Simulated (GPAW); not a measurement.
# How TaN absorbs and reflects light

Aim: the dielectric function of TaN, and the optical constants that follow from it.

Method: DFT, LDA, plane-wave PAW (GPAW data sets), scalar-relativistic, RPA, optical limit, in GPAW 26.7.0.

Report form: the programs' logs are mostly left out.

## Step 1: Starting point

It takes space group Fm-3m (No. 225, cubic). The conventional cell has a = 4.358 Å, b = 4.358 Å, c = 4.358 Å, α = 90.00°, β = 90.00°, γ = 90.00°. Nearest to Ta lie 6 N at 2.18 Å. Nearest to N lie 6 Ta at 2.18 Å. Farther neighbours and most contacts between anions are not listed.

As a file:

```
Ta N
1.0
     0.00000    2.17900    2.17900
     2.17900    0.00000    2.17900
     2.17900    2.17900    0.00000
Ta N
1 1
Direct
  0.50000 0.50000 0.50000
  0.00000 0.00000 0.00000
```

## Step 2: Ground state

The self-consistent density comes first; it also tells whether there is a gap, which decides the occupations and the need for a Drude term.

This step: DFT, LDA, plane-wave PAW (GPAW data sets), scalar-relativistic, ground state (GPAW 26.7.0).

The input, gs.py:

```python
from ase import Atoms
from ase.dft.bandgap import bandgap
from gpaw import GPAW, PW, FermiDirac

atoms = Atoms(['Ta', 'N'],
              cell=[[0.000000000000, 2.179000000000, 2.179000000000],
                    [2.179000000000, 0.000000000000, 2.179000000000],
                    [2.179000000000, 2.179000000000, 0.000000000000]],
              scaled_positions=[[0.500000000000, 0.500000000000, 0.500000000000],
                                [0.000000000000, 0.000000000000, 0.000000000000]],
              pbc=[True, True, True])
atoms.calc = GPAW(mode=PW(450), xc='LDA', kpts={'size': (9, 9, 9), 'gamma': True},
                  occupations=FermiDirac(0.05), maxiter=150, txt='gs.txt')
print('energy (eV)', atoms.get_potential_energy())
print('Fermi level (eV)', atoms.calc.get_fermi_level())
print('valence electrons', atoms.calc.get_number_of_electrons())
print('gap (eV)', bandgap(atoms.calc, output=None)[0])
print('direct gap (eV)', bandgap(atoms.calc, direct=True, output=None)[0])
atoms.calc.write('gs.gpw')
```

The run is started by

```console
$ OMP_NUM_THREADS=1 python gs.py
```

Elapsed: 4.8 s, on 1 thread of Arm Neoverse V2, shared host; peak memory 0.13 GiB.

Numbers from this step:

* energy: -21.26 eV
* Fermi energy: 15.55 eV
* electrons: 18

There are states at the Fermi level within the smearing, so the occupations stay smeared and the carriers get a Drude term.

## Step 3: Bands for the response

The response needs many more empty bands than the density does.

This step: DFT, LDA, plane-wave PAW (GPAW data sets), scalar-relativistic, bands at fixed density (GPAW 26.7.0).

The input, nscf.py:

```python
from ase.dft.bandgap import bandgap
from gpaw import GPAW, FermiDirac

calc = GPAW('gs.gpw').fixed_density(kpts={'size': (24, 24, 24), 'gamma': True}, nbands=28, convergence={'bands': 22},
                                    occupations=FermiDirac(0.05), txt='nscf.txt')
print('gap (eV)', bandgap(calc, output=None)[0])
print('direct gap (eV)', bandgap(calc, direct=True, output=None)[0])
print('top band over the Fermi level (eV)', min(calc.get_eigenvalues(kpt=k)[21] for k in range(len(calc.get_ibz_k_points()))) - calc.get_fermi_level())
calc.write('full.gpw', mode='all')
```

The run is started by

```console
$ OMP_NUM_THREADS=1 python nscf.py
```

The job ended after 60 s (1 thread; peak memory 0.27 GiB).

## Step 4: Dielectric function, RPA

Local fields let the induced charge screen the field inside the cell, which as a rule lowers ε, most along directions where the density is uneven.

This step: DFT, LDA, plane-wave PAW (GPAW data sets), scalar-relativistic, RPA, optical limit (GPAW 26.7.0).

The input, df.py:

```python
from gpaw.response.df import DielectricFunction

df = DielectricFunction('full.gpw', frequencies={'type': 'nonlinear', 'domega0': 0.03, 'omega2': 8},
                        ecut=80,
                        eta=0.15,
                        nbands=22,
                        rate=0.03,
                        txt='df.txt')
for direction in ['x']:
    df.get_dielectric_function(xc='RPA', direction=direction, filename=f'df_{direction}.csv')
```

The run is started by

```console
$ OMP_NUM_THREADS=1 python df.py
```

Run time: 19 s. Hardware: 1 thread; peak memory 0.26 GiB.

Read-outs, printed or worked out from the files:

| Property | Result |
| --- | --- |
| main peak of the optical conductivity above 1 eV, first axis | 10.16 eV |

Im ε, E ∥ x against photon energy; read off at these points:

```
photon energy (eV)  Im ε, E ∥ x
                 1         17.9
                 2         5.59
                 3         2.21
                 4         2.62
                 5         3.98
                 6         5.72
                 7         6.74
                 8         6.78
                 9         6.50
                10         6.52
                11         5.95
                12         4.91
                13         2.49
                14         1.85
                15         1.38
                16         1.18
                17         1.09
                18         1.15
                19        0.968
                20        0.848
                21         1.17
                22         1.09
                23        0.889
                24        0.570
```

The Re ε, E ∥ x by photon energy:

```
photon energy (eV)  Re ε, E ∥ x
                 1        -99.7
                 2        -21.6
                 3        -6.30
                 4        0.101
                 5         2.76
                 6         3.40
                 7         2.98
                 8         1.84
                 9        0.372
                10       -0.506
                11        -1.27
                12        -2.86
                13        -2.98
                14        -1.67
                15        -1.28
                16       -0.883
                17       -0.329
                18       -0.325
                19       -0.205
                20        0.157
                21       0.0301
                22      -0.0695
                23       -0.259
                24       -0.180
```

Table of loss function −Im 1/ε at q → 0, E ∥ x by energy loss; read off at these points:

```
energy loss (eV)  loss function −Im 1/ε at q → 0, E ∥ x
            0.50                                 6.0e-4
            1.00                                0.00175
            1.50                                0.00389
            2.00                                 0.0112
            2.50                                 0.0187
            3.00                                 0.0497
            3.50                                  0.179
            3.85                                  0.392
            4.00                                  0.381
            4.50                                  0.246
            5.00                                  0.170
            5.50                                  0.147
            6.00                                  0.129
            6.50                                  0.118
            7.00                                  0.124
            7.50                                  0.138
            8.00                                  0.137
            8.50                                  0.131
            9.00                                  0.153
            9.50                                  0.145
           10.00                                  0.152
           10.50                                  0.162
           11.00                                  0.161
           11.50                                  0.173
           12.00                                  0.152
           12.50                                  0.162
           13.00                                  0.165
           13.50                                  0.233
           14.00                                  0.298
           14.50                                  0.323
           15.00                                  0.390
           15.50                                  0.507
           16.00                                  0.544
           16.50                                  0.753
           17.00                                  0.841
           17.50                                  0.807
           18.00                                  0.807
           18.50                                  0.902
           19.00                                  0.989
           19.50                                   1.11
           19.81                                   1.21
           20.00                                   1.14
           20.50                                  0.798
           21.00                                  0.854
           21.50                                  0.841
           22.00                                  0.910
           22.50                                  0.924
           23.00                                   1.04
           23.50                                   1.25
           24.00                                   1.60
           24.50                                   2.09
```

Reflectivity at normal incidence, E ∥ x against photon energy; read off at these points:

```
photon energy (eV)  reflectivity at normal incidence, E ∥ x (%)
                 1                                         96.6
                 2                                         90.3
                 3                                         79.7
                 4                                         21.6
                 5                                         20.0
                 6                                         26.1
                 7                                         29.6
                 8                                         31.2
                 9                                         33.9
                10                                         36.9
                11                                         39.1
                12                                         47.6
                13                                         56.8
                14                                         46.2
                15                                         44.8
                16                                         39.0
                17                                         25.4
                18                                         24.9
                19                                         22.7
                20                                         13.3
                21                                         16.7
                22                                         18.8
                23                                         25.0
                24                                         27.2
```

Im ε, E ∥ x against photon energy; read off at these points:

```
photon energy (eV)  without local fields  with local fields
                 1                  17.9               17.9
                 2                  5.58               5.59
                 3                  2.21               2.21
                 4                  2.62               2.62
                 5                  4.02               3.98
                 6                  5.76               5.72
                 7                  6.70               6.74
                 8                  6.76               6.78
                 9                  6.48               6.50
                10                  6.46               6.52
                11                  5.91               5.95
                12                  5.05               4.91
                13                  2.52               2.49
                14                  1.94               1.85
                15                  1.48               1.38
                16                  1.29               1.18
                17                  1.32               1.09
                18                  1.33               1.15
                19                  1.04              0.968
                20                 0.972              0.848
                21                  1.19               1.17
                22                  1.05               1.09
                23                 0.837              0.889
                24                 0.558              0.570
```

At chosen wavelengths:

```
wavelength (nm)     n       k  R (%)     1/α
           1550  1.10  12.672   97.3  9.7 nm
           1064  0.84   8.561   95.6  9.9 nm
            800  0.53   6.343   95.0   10 nm
            633  0.60   4.795   90.6   11 nm
            450  0.40   3.066   85.9   12 nm
            405  0.47   2.428   76.7   13 nm
            365  0.59   1.943   62.5   15 nm
```

In reflection the computed colour is near white: x = 0.317, y = 0.332, luminous reflectivity 88 %.

## Step 5: What came out

```yaml
main_peak_of_the_optical_conductivity_above_1_ev_first_axis: 10.2 eV
```

In words: At this level (LDA, RPA) TaN is a metal; it reflects 87 % at 550 nm. In reflection the computed colour is near white: x = 0.317, y = 0.332, luminous reflectivity 88 %. The carriers' damping of 0.03 eV is typed, not computed; it shapes the response at the lowest energies. Spin-orbit coupling is left out although heavy atoms are present. The sum runs over mesh points, so small or evenly spaced maxima can still be ripples of the mesh. In this version of GPAW the matrix elements of the optical limit are incomplete, which can lower ε − 1 by up to a tenth where first-row anions or d states rule, and shift it by more in d metals. GPAW's carrier term has the form −ωp²/(ω + i·rate)², which damps like twice the rate and fails at low energy, so the curves leave the lowest energies out.

[Machine, clock and banner lines and Python warnings are left out of the logs.]

[Logs are printed without paths, hosts, clocks, repeated set-up lines and the standing remarks that a program may print on its own settings, such as how far it seeks lower states.]

[Hosts, paths, dates, database ids (printed as entryN), source tags and the programs' standing remarks are cut or masked in the printed files.]
